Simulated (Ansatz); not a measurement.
# Resistivity from frozen vibrations: Nb(100) with 4 thermally displaced layers, 2x2, part 2 of 2

Wanted: the phonon-limited resistivity of Nb at 180 K by the Landauer route.

Ansatz 0.2.0; Ansatz plane-wave DFT, PBE, PAW files; ballistic transport by layer matching (Landauer), zero bias; PAW set soft_1.

So far. Step 2 (With 4 displaced layers): Over the solved energies the transmission per spin lies between 8.64 and 9.33, out of 10.7 channels of the lead on average (up to 11.4).

## (3) With 8 displaced layers

Each atom of 8 layers is moved at random, by amounts drawn from a normal law 0.063 Å wide in each direction from the Debye model (275 K) at 180 K. A fresh draw is used; the growth of the resistance with length is what counts.

System of this step: Nb(100) with 8 thermally displaced layers, 2x2. The cell holds 72 atoms: 72 Nb. Cell: a = 6.613 Å, b = 6.613 Å, c = 29.757 Å, α = 90.0°, β = 90.0°, γ = 90.0°. It derives from Nb. Regions: lead, 40 atoms (40 Nb); scattering region, 32 atoms (32 Nb). The structure is stacked along c, and the current runs across the ab planes.

input.yaml reads:

```yaml
crystal:
  lattice:
    - [6.6126, 0.0, 0.0]
    - [0.0, 6.6126, 0.0]
    - [0.0, 0.0, 29.7567]
  atoms:
    - { symbol: Nb, position: [0.0, 0.0, 0.0277777778] }
    - { symbol: Nb, position: [0.0, 0.5, 0.0277777778] }
    - { symbol: Nb, position: [0.5, 0.0, 0.0277777778] }
    - { symbol: Nb, position: [0.5, 0.5, 0.0277777778] }
    - { symbol: Nb, position: [0.25, 0.25, 0.0833333333] }
    - { symbol: Nb, position: [0.25, 0.75, 0.0833333333] }
    - { symbol: Nb, position: [0.75, 0.25, 0.0833333333] }
    - { symbol: Nb, position: [0.75, 0.75, 0.0833333333] }
    - { symbol: Nb, position: [0.0, 0.0, 0.1388888889] }
    - { symbol: Nb, position: [0.0, 0.5, 0.1388888889] }
    - { symbol: Nb, position: [0.5, 0.0, 0.1388888889] }
    - { symbol: Nb, position: [0.5, 0.5, 0.1388888889] }
    - { symbol: Nb, position: [0.25, 0.25, 0.1944444444] }
    - { symbol: Nb, position: [0.25, 0.75, 0.1944444444] }
    - { symbol: Nb, position: [0.75, 0.25, 0.1944444444] }
    - { symbol: Nb, position: [0.75, 0.75, 0.1944444444] }
    - { symbol: Nb, position: [0.0, 0.0, 0.25] }
    - { symbol: Nb, position: [0.0, 0.5, 0.25] }
    - { symbol: Nb, position: [0.5, 0.0, 0.25] }
    - { symbol: Nb, position: [0.5, 0.5, 0.25] }
    - { symbol: Nb, position: [0.2671549718, 0.2625222754, 0.3063117639] }
    - { symbol: Nb, position: [0.238494521, 0.7499575882, 0.3069446407] }
    - { symbol: Nb, position: [0.7377323619, 0.2537623094, 0.3064651368] }
    - { symbol: Nb, position: [0.7566276433, 0.7387249571, 0.3041554089] }
    - { symbol: Nb, position: [0.9958443109, 0.9888612731, 0.3647915716] }
    - { symbol: Nb, position: [0.9952779918, 0.5031324131, 0.3605639778] }
    - { symbol: Nb, position: [0.515077657, 0.0125723341, 0.36245127] }
    - { symbol: Nb, position: [0.4790184179, 0.5004954143, 0.3625577746] }
    - { symbol: Nb, position: [0.2595596132, 0.2441163561, 0.4205219988] }
    - { symbol: Nb, position: [0.2374269995, 0.7437010019, 0.4186452099] }
    - { symbol: Nb, position: [0.7504670927, 0.269066565, 0.4170655687] }
    - { symbol: Nb, position: [0.7439707945, 0.7464048813, 0.4143578278] }
    - { symbol: Nb, position: [0.987834068, 0.0060027098, 0.4734519551] }
    - { symbol: Nb, position: [0.0123266487, 0.4928147255, 0.4757963329] }
    - { symbol: Nb, position: [0.4972635254, 0.0149913449, 0.4713064578] }
    - { symbol: Nb, position: [0.4929968079, 0.5023784292, 0.4744047521] }
    - { symbol: Nb, position: [0.2515331157, 0.244424658, 0.5249397892] }
    - { symbol: Nb, position: [0.2366548765, 0.7547864916, 0.5298719867] }
    - { symbol: Nb, position: [0.7484356047, 0.2397700143, 0.5296251139] }
    - { symbol: Nb, position: [0.7378082277, 0.7432102429, 0.5290918366] }
    - { symbol: Nb, position: [0.9785743998, 0.0036789694, 0.5821025953] }
    - { symbol: Nb, position: [0.0010405494, 0.4992791783, 0.5837610025] }
    - { symbol: Nb, position: [0.5066098299, 0.9927788855, 0.586340097] }
    - { symbol: Nb, position: [0.5069137863, 0.5080339309, 0.5857981574] }
    - { symbol: Nb, position: [0.2574993296, 0.2580372257, 0.6390488431] }
    - { symbol: Nb, position: [0.2364144141, 0.7487141152, 0.6372606145] }
    - { symbol: Nb, position: [0.7364528072, 0.2524609594, 0.6376858519] }
    - { symbol: Nb, position: [0.7401943138, 0.7400686568, 0.639456853] }
    - { symbol: Nb, position: [0.0034152354, 0.0125922966, 0.6944150013] }
    - { symbol: Nb, position: [0.0099202852, 0.5133522136, 0.6968781672] }
    - { symbol: Nb, position: [0.4774778327, 0.0116993931, 0.6951630722] }
    - { symbol: Nb, position: [0.5040351049, 0.5035347872, 0.6952543494] }
    - { symbol: Nb, position: [0.25, 0.25, 0.75] }
    - { symbol: Nb, position: [0.25, 0.75, 0.75] }
    - { symbol: Nb, position: [0.75, 0.25, 0.75] }
    - { symbol: Nb, position: [0.75, 0.75, 0.75] }
    - { symbol: Nb, position: [0.0, 0.0, 0.8055555556] }
    - { symbol: Nb, position: [0.0, 0.5, 0.8055555556] }
    - { symbol: Nb, position: [0.5, 0.0, 0.8055555556] }
    - { symbol: Nb, position: [0.5, 0.5, 0.8055555556] }
    - { symbol: Nb, position: [0.25, 0.25, 0.8611111111] }
    - { symbol: Nb, position: [0.25, 0.75, 0.8611111111] }
    - { symbol: Nb, position: [0.75, 0.25, 0.8611111111] }
    - { symbol: Nb, position: [0.75, 0.75, 0.8611111111] }
    - { symbol: Nb, position: [0.0, 0.0, 0.9166666667] }
    - { symbol: Nb, position: [0.0, 0.5, 0.9166666667] }
    - { symbol: Nb, position: [0.5, 0.0, 0.9166666667] }
    - { symbol: Nb, position: [0.5, 0.5, 0.9166666667] }
    - { symbol: Nb, position: [0.25, 0.25, 0.9722222222] }
    - { symbol: Nb, position: [0.25, 0.75, 0.9722222222] }
    - { symbol: Nb, position: [0.75, 0.25, 0.9722222222] }
    - { symbol: Nb, position: [0.75, 0.75, 0.9722222222] }
kpoints:
  mp_grid: { grid: [4, 4, 1] }
hamiltonian:
  xc: pbe
  pseudopotentials: { kind: paw, azcp: { folder: soft_1 } }
scf:
  occupations: { method: fermi_dirac, width: 0.1 }
output:
  transmission: { leads: [[0, 4]], kmesh: [8, 8], e_range: [-0.05, 0.05], de: 0.05 }
  write_potential: true
  write_density: true
  volumetric_format: npy
```

Command:

```console
> ansatz run input.yaml --threads 4 --pin off --max-ram 15360MiB --backend cpu --events-out ev --progress --plain --runs-dir out
```

Numbers of over 12 decimals in the logs are rounded to 6 here.

The program printed:

```text
[...]
Crystal: 72 atoms, lattice volume = 1301.156 Å³
Basis set: ecut = 420 eV, 25467 PW (Γ)
Bands: 562, of which v1, the nominal top of the filled ones, is band 468 counted from 1 (467 counted from 0)
Symmetry: 1 space group operations
[...]
k-points: 10 of 16 (time reversal used)
[...]
SCF iter   1: F=—  HF=-327799.416514 eV  |F-HF|=—  |Δ(HF+E_count)|=         —  Δρ=7.75e-2  dr2=9.64e1  ethr=3.10e-3  ⟨swp⟩=6.0  Hψ=22203  notcnv=0  defer=1
[...]
SCF iter   8: F=-327767.072575 eV  HF=-327767.072575 eV  |F-HF|=1.57e-9  |Δ(HF+E_count)|=   2.32e-8  Δρ=8.39e-7  dr2=7.66e-9  ethr=1.07e-11  ⟨swp⟩=7.8  Hψ=13821  notcnv=0
SCF 1 converged in 8 iterations: F = -327767.072575 eV  dr2 = 7.66e-9
[...]
transmission: 192 of 1870 steps passed
transmission: 375 of 1870 steps passed
[...]
transmission: 1870 of 1870 steps passed
SCF converged after 8 iterations
Free energy (F): -327767.072575 eV
[...]
Internal energy: -327763.637506 eV  (E = F + TS)
E sigma→0 (E₀):  -327765.355040 eV
Entropy (-TS):   -3.435069 eV (-47.709 meV/atom)
Fermi energy:    17.749798 eV
[...]
--- Band table (eV; the first three rows and the last of 10) ---
  k-point 0: bands = [... 464 lower, 18.1960, 18.2233, 18.3484, 18.3602, 18.3758, 18.3894, 18.3940, 18.4160, ... 90 higher]
  k-point 1: bands = [... 464 lower, 17.9890, 18.0210, 18.0327, 18.0545, 18.0625, 18.0810, 18.1126, 18.1420, ... 90 higher]
  k-point 2: bands = [... 464 lower, 17.6795, 17.6904, 17.6966, 17.7001, 17.7080, 17.7131, 17.7183, 17.7314, ... 90 higher]
  k-point 9: bands = [... 464 lower, 17.1120, 17.1485, 17.1607, 17.1687, 17.1786, 17.1921, 17.2083, 17.2251, ... 90 higher]
--- Transmission ---
  basis      : 385 plane waves across, 55 finite elements along
  points     : 34, standing for a mesh of 8 x 8
[...]
channels       : 1.060938e1 a spin
[...]
junction   : crystal 0 to crystal 0, 0.70 to 28.80 Å
    transmission   : 7.462827e0 a spin
[...]
```

Run time: 27 min. Hardware: 4 threads of Arm Neoverse V1, shared host; peak memory 8.2 GiB.

Numbers from this step:

```
free energy                                   : -327767.0726 eV
energy at zero smearing                       : -327765.3550 eV
Fermi energy                                  : 17.75 eV
transmission per spin nearest the Fermi level : 7.463
step of the lead's potential                  : 1.6 meV
```

Per spin. Table of transmission, zone mean by energy, zero at the Fermi level:

```csv
energy (eV),"transmission, zone mean"
-0.0500,7.80
0.0000,7.46
0.0500,7.30
```

Over the solved energies the transmission per spin lies between 7.30 and 7.80, out of 10.7 channels of the lead on average (up to 11.4).

## (4) With 12 displaced layers

Each atom of 12 layers is moved at random, by amounts drawn from a normal law 0.063 Å wide in each direction from the Debye model (275 K) at 180 K. A fresh draw is used; the growth of the resistance with length is what counts.

System of this step: Nb(100) with 12 thermally displaced layers, 2x2. The cell holds 88 atoms: 88 Nb. Its edges and angles: a = 6.613 Å, b = 6.613 Å, c = 36.369 Å, α = 90.0°, β = 90.0°, γ = 90.0°. It derives from Nb. Regions: lead, 40 atoms (40 Nb); scattering region, 48 atoms (48 Nb). The structure is stacked along c, and the current runs across the ab planes.

input.yaml reads:

```yaml
crystal:
  lattice:
    - [6.6126, 0.0, 0.0]
    - [0.0, 6.6126, 0.0]
    - [0.0, 0.0, 36.3693]
  atoms:
    - { symbol: Nb, position: [0.0, 0.0, 0.0227272727] }
    - { symbol: Nb, position: [0.0, 0.5, 0.0227272727] }
    - { symbol: Nb, position: [0.5, 0.0, 0.0227272727] }
    - { symbol: Nb, position: [0.5, 0.5, 0.0227272727] }
    - { symbol: Nb, position: [0.25, 0.25, 0.0681818182] }
    - { symbol: Nb, position: [0.25, 0.75, 0.0681818182] }
    - { symbol: Nb, position: [0.75, 0.25, 0.0681818182] }
    - { symbol: Nb, position: [0.75, 0.75, 0.0681818182] }
    - { symbol: Nb, position: [0.0, 0.0, 0.1136363636] }
    - { symbol: Nb, position: [0.0, 0.5, 0.1136363636] }
    - { symbol: Nb, position: [0.5, 0.0, 0.1136363636] }
    - { symbol: Nb, position: [0.5, 0.5, 0.1136363636] }
    - { symbol: Nb, position: [0.25, 0.25, 0.1590909091] }
    - { symbol: Nb, position: [0.25, 0.75, 0.1590909091] }
    - { symbol: Nb, position: [0.75, 0.25, 0.1590909091] }
    - { symbol: Nb, position: [0.75, 0.75, 0.1590909091] }
    - { symbol: Nb, position: [0.0, 0.0, 0.2045454545] }
    - { symbol: Nb, position: [0.0, 0.5, 0.2045454545] }
    - { symbol: Nb, position: [0.5, 0.0, 0.2045454545] }
    - { symbol: Nb, position: [0.5, 0.5, 0.2045454545] }
    - { symbol: Nb, position: [0.2530414276, 0.2465824664, 0.2467077882] }
    - { symbol: Nb, position: [0.2489629258, 0.7423469525, 0.2518700362] }
    - { symbol: Nb, position: [0.7472503966, 0.2507948433, 0.2485291171] }
    - { symbol: Nb, position: [0.7451379082, 0.7498901834, 0.2474284397] }
    - { symbol: Nb, position: [0.002863091, 0.9989899915, 0.2934017645] }
    - { symbol: Nb, position: [0.9771642867, 0.5048852268, 0.2949393522] }
    - { symbol: Nb, position: [0.4949533174, 0.9977513612, 0.2985993249] }
    - { symbol: Nb, position: [0.4995258006, 0.5008247792, 0.2928800461] }
    - { symbol: Nb, position: [0.2656857839, 0.2587362211, 0.3427562251] }
    - { symbol: Nb, position: [0.2504539346, 0.7587282875, 0.3415512937] }
    - { symbol: Nb, position: [0.7558387199, 0.2485508352, 0.338357418] }
    - { symbol: Nb, position: [0.7597966395, 0.7315755242, 0.3404936998] }
    - { symbol: Nb, position: [0.998052559, 0.9900699988, 0.3874251076] }
    - { symbol: Nb, position: [0.9980924823, 0.4958401872, 0.3872636139] }
    - { symbol: Nb, position: [0.4954620661, 0.0132257167, 0.386972094] }
    - { symbol: Nb, position: [0.4954834527, 0.4814869198, 0.3840995847] }
    - { symbol: Nb, position: [0.2603486849, 0.2495181536, 0.4313280207] }
    - { symbol: Nb, position: [0.2656468637, 0.737786753, 0.43080426] }
    - { symbol: Nb, position: [0.7455000714, 0.25558304, 0.4306694345] }
    - { symbol: Nb, position: [0.7441591018, 0.7347159415, 0.4330808702] }
    - { symbol: Nb, position: [0.0076759715, 0.9954639923, 0.47755551] }
    - { symbol: Nb, position: [0.9876915638, 0.4955074463, 0.479658309] }
    - { symbol: Nb, position: [0.5012924133, 0.0219990306, 0.4759098975] }
    - { symbol: Nb, position: [0.5055254053, 0.4981384147, 0.4782523011] }
    - { symbol: Nb, position: [0.2499313342, 0.2446563325, 0.5212252086] }
    - { symbol: Nb, position: [0.2791944693, 0.7492635287, 0.5192359228] }
    - { symbol: Nb, position: [0.7438240954, 0.2564562207, 0.5218616316] }
    - { symbol: Nb, position: [0.7629540212, 0.7595447276, 0.522463536] }
    - { symbol: Nb, position: [0.995503611, 0.9904323938, 0.566969999] }
    - { symbol: Nb, position: [0.9859728914, 0.5114681309, 0.5709357237] }
    - { symbol: Nb, position: [0.4880391895, 0.9887481429, 0.5651200767] }
    - { symbol: Nb, position: [0.4908222845, 0.4704217979, 0.5662042443] }
    - { symbol: Nb, position: [0.2623490878, 0.2467085437, 0.6151158652] }
    - { symbol: Nb, position: [0.2453440896, 0.7667648831, 0.6139812604] }
    - { symbol: Nb, position: [0.7463626156, 0.2743039048, 0.6130746208] }
    - { symbol: Nb, position: [0.7383716437, 0.7519225651, 0.6135691304] }
    - { symbol: Nb, position: [0.0101534268, 0.9912243017, 0.6604840777] }
    - { symbol: Nb, position: [0.0081197785, 0.493642354, 0.6593735258] }
    - { symbol: Nb, position: [0.49208967, 0.0223365301, 0.6578718654] }
    - { symbol: Nb, position: [0.4956858743, 0.4898512059, 0.6584916856] }
    - { symbol: Nb, position: [0.2499440491, 0.2573108049, 0.7034885477] }
    - { symbol: Nb, position: [0.2482310805, 0.7365123419, 0.703113012] }
    - { symbol: Nb, position: [0.7762405007, 0.2599146047, 0.7031926118] }
    - { symbol: Nb, position: [0.7372654485, 0.7407106061, 0.7045079022] }
    - { symbol: Nb, position: [0.0003306742, 0.9929122791, 0.7477726141] }
    - { symbol: Nb, position: [0.0135437339, 0.5043008999, 0.749351528] }
    - { symbol: Nb, position: [0.4978988879, 0.9949578684, 0.7449169625] }
    - { symbol: Nb, position: [0.5011013194, 0.4898063922, 0.7482640998] }
    - { symbol: Nb, position: [0.25, 0.25, 0.7954545455] }
    - { symbol: Nb, position: [0.25, 0.75, 0.7954545455] }
    - { symbol: Nb, position: [0.75, 0.25, 0.7954545455] }
    - { symbol: Nb, position: [0.75, 0.75, 0.7954545455] }
    - { symbol: Nb, position: [0.0, 0.0, 0.8409090909] }
    - { symbol: Nb, position: [0.0, 0.5, 0.8409090909] }
    - { symbol: Nb, position: [0.5, 0.0, 0.8409090909] }
    - { symbol: Nb, position: [0.5, 0.5, 0.8409090909] }
    - { symbol: Nb, position: [0.25, 0.25, 0.8863636364] }
    - { symbol: Nb, position: [0.25, 0.75, 0.8863636364] }
    - { symbol: Nb, position: [0.75, 0.25, 0.8863636364] }
    - { symbol: Nb, position: [0.75, 0.75, 0.8863636364] }
    - { symbol: Nb, position: [0.0, 0.0, 0.9318181818] }
    - { symbol: Nb, position: [0.0, 0.5, 0.9318181818] }
    - { symbol: Nb, position: [0.5, 0.0, 0.9318181818] }
    - { symbol: Nb, position: [0.5, 0.5, 0.9318181818] }
    - { symbol: Nb, position: [0.25, 0.25, 0.9772727273] }
    - { symbol: Nb, position: [0.25, 0.75, 0.9772727273] }
    - { symbol: Nb, position: [0.75, 0.25, 0.9772727273] }
    - { symbol: Nb, position: [0.75, 0.75, 0.9772727273] }
kpoints:
  mp_grid: { grid: [4, 4, 1] }
hamiltonian:
  xc: pbe
  pseudopotentials: { kind: paw, azcp: { folder: soft_1 } }
scf:
  occupations: { method: fermi_dirac, width: 0.1 }
output:
  transmission: { leads: [[0, 4]], kmesh: [8, 8], e_range: [-0.05, 0.05], de: 0.05 }
  write_potential: true
  write_density: true
  volumetric_format: npy
```

The program printed:

```text
[...]
Crystal: 88 atoms, lattice volume = 1590.301 Å³
Basis set: ecut = 420 eV, 31009 PW (Γ)
Bands: 687, of which v1, the nominal top of the filled ones, is band 572 counted from 1 (571 counted from 0)
Symmetry: 1 space group operations
[...]
k-points: 10 of 16 (time reversal used)
[...]
SCF iter   1: F=—  HF=-400642.827910 eV  |F-HF|=—  |Δ(HF+E_count)|=         —  Δρ=7.77e-2  dr2=1.23e2  ethr=3.10e-3  ⟨swp⟩=5.7  Hψ=27073  notcnv=0  defer=10
[...]
SCF iter   8: F=-400603.120718 eV  HF=-400603.120718 eV  |F-HF|=7.45e-9  |Δ(HF+E_count)|=   1.90e-8  Δρ=1.07e-6  dr2=1.90e-8  ethr=8.74e-12  ⟨swp⟩=9.0  Hψ=18042  notcnv=0
SCF 1 converged in 8 iterations: F = -400603.120718 eV  dr2 = 1.90e-8
[...]
transmission: 228 of 2278 steps passed
transmission: 456 of 2278 steps passed
[...]
transmission: 2278 of 2278 steps passed
SCF converged after 8 iterations
Free energy (F): -400603.120718 eV
[...]
Internal energy: -400598.963103 eV  (E = F + TS)
E sigma→0 (E₀):  -400601.041910 eV
Entropy (-TS):   -4.157615 eV (-47.246 meV/atom)
Fermi energy:    17.759529 eV
[...]
--- Band table (eV; the first three rows and the last of 10) ---
  k-point 0: bands = [... 568 lower, 18.1908, 18.1967, 18.2204, 18.2285, 18.2431, 18.2561, 18.2638, 18.2668, ... 111 higher]
  k-point 1: bands = [... 568 lower, 17.9744, 17.9898, 18.0140, 18.0307, 18.0525, 18.0640, 18.0778, 18.1191, ... 111 higher]
  k-point 2: bands = [... 568 lower, 17.7069, 17.7141, 17.7279, 17.7394, 17.7480, 17.7621, 17.7648, 17.7750, ... 111 higher]
  k-point 9: bands = [... 568 lower, 17.0973, 17.1097, 17.1111, 17.1274, 17.1442, 17.1561, 17.1731, 17.1868, ... 111 higher]
--- Transmission ---
  basis      : 385 plane waves across, 67 finite elements along
  points     : 34, standing for a mesh of 8 x 8
[...]
channels       : 1.060938e1 a spin
[...]
junction   : crystal 0 to crystal 0, 0.70 to 35.41 Å
    transmission   : 6.363319e0 a spin
[...]
```

Wall time 36 min (4 threads); peak memory 8.6 GiB; 2.3 h of CPU time.

This step gave:

```yaml
free_energy: -400603.1207 eV
energy_at_zero_smearing: -400601.0419 eV
fermi_energy: 17.76 eV
transmission_per_spin_nearest_the_fermi_level: 6.363
step_of_the_lead_s_potential: 3.2 meV
```

Per spin. The transmission, zone mean by energy, zero at the Fermi level:

```csv
energy (eV),"transmission, zone mean"
-0.0500,6.53
0.0000,6.36
0.0500,6.23
```

Over the solved energies the transmission per spin lies between 6.23 and 6.53, out of 10.7 channels of the lead on average (up to 11.4).

## (5) Resistance against length

This step: Ansatz plane-wave DFT, PBE, PAW files; ballistic transport by layer matching (Landauer), zero bias; resistivity from the slope of the area resistance; PAW set soft_1 (Ansatz 0.2.0).

Numbers from this step:

```
resistivity           : 19.34 µΩ cm
intercept             : -0.02644 fΩ m²
scatter about the fit : 0.003381 fΩ m²
```

Resistance, by row:

```csv
run,length (Å),T,channels N,RA (fΩ m²)
n4,6.613,8.964,10.73,0.1039
n8,13.23,7.521,10.73,0.2246
n12,19.84,6.374,10.73,0.3597
```

Table of area resistance by length of the displaced region:

```csv
length of the displaced region (Å),area resistance (fΩ m²)
6.61,0.104
13.23,0.225
19.84,0.360
```

The area resistance goes from 0.10 to 0.36 fΩ m² between 6.6 and 19.8 Å, a slope of 19 µΩ cm.

By hand from the end points: (0.3597 − 0.1039) fΩ m² / (19.84 − 6.61) Å = 19 µΩ cm, since 1 fΩ m² per Å is 1000 µΩ cm.

## (6) Summary of results

```json
{
 "resistivity from the slope": "19.3 µΩ cm",
 "area resistance over 6.61 Å": "0.104 fΩ m²",
 "area resistance over 13.2 Å": "0.225 fΩ m²",
 "area resistance over 19.8 Å": "0.360 fΩ m²"
}
```

What this shows: The slope gives 19 µΩ cm. The points scatter by 0.0034 fΩ m² about the line, with one random draw a length in a 2x2 cell, so the slope is a rough value. The mean square of the displacements drawn is 0.78, 0.99 and 1.2 of the nominal one at the three lengths; with each resistance scaled back by that, the slope is 13 µΩ cm, the value used below. Read with a model of isotropic scattering on a spherical Fermi surface and the lead's 1.9×10¹⁵ S/m², this slope means a mean free path near 32 Å; over these lengths the model's slope is 1.07 times its bulk resistivity, which would be 12 µΩ cm. Uncorrelated displacements put too much weight on short waves, which scatter strongly; with the sideways repeat of a small cell, one draw and three short lengths, the method is good to a factor of two or three.

[Logs are printed without paths, hosts, clocks, repeated set-up lines and the standing remarks that a program may print on its own settings, such as how far it seeks lower states.]

[Hosts, paths, dates, database ids (printed as entryN), source tags and the programs' standing remarks are cut or masked in the printed files.]
